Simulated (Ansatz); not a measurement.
# Leakage through LiF between Pt(100) and Pt(100): one more thickness

The current through thinner LiF barriers is known. What leaks through 5 layers at 0.25 V?

How it was computed: Ansatz 0.2.0, plane waves with PAW datasets, PBE; a slab with two metal leads whose outer parts are reservoirs, with density and current solved under bias (Landauer, 300 K). The LiF is strained to the lead's lattice, the interfaces are relaxed in a short slab (PBE+D3(BJ)), and bulk layers are laid on.

Results; the value marked ? is to be predicted:

| layers of LiF | cell length (Å) | drop between the leads' cuts at 0.25 V (V) | current density at 0.25 V (A/m²) |
| --- | --- | --- | --- |
| 1 | 64.38 | 0.229 | 5.93×10¹³ |
| 2 | 66.58 | 0.250 | 9.12×10¹¹ |
| 4 | 70.65 | 0.250 | 1.77×10⁹ |
| 5 | 72.69 | 0.250 | ? |

Worked fit:

Deep in a barrier the current should fall by a fixed factor for each layer; the steps shown give 65 and 23 per layer. A straight line through ln J for 2 and 4 layers has the slope −3.121 per layer, a factor of 23; with about 2.04 Å per layer that is β = 1.5 Å⁻¹. Then J = exp(33.780 − 3.121 × 5). Predicted: 7.83×10⁷ A/m².

What the run gave:

9.56×10⁷ A/m², so the prediction is 18 % too low. From 4 to 5 layers the current falls by 19 per layer, against the fitted 23. The steps are uneven, so one factor describes this series only roughly.

**Limits.** On every other k-point the currents of these runs, at any bias, move by up to 14 %. A semilocal functional makes the barrier's gap too small; each thickness has its own relaxed interfaces. At 5 layers the conductance at 0 V times the bias is 2.5 times the current, a sign of narrow levels at zero bias or of coarse sampling. Spin-orbit coupling is left out, which matters for Pt.
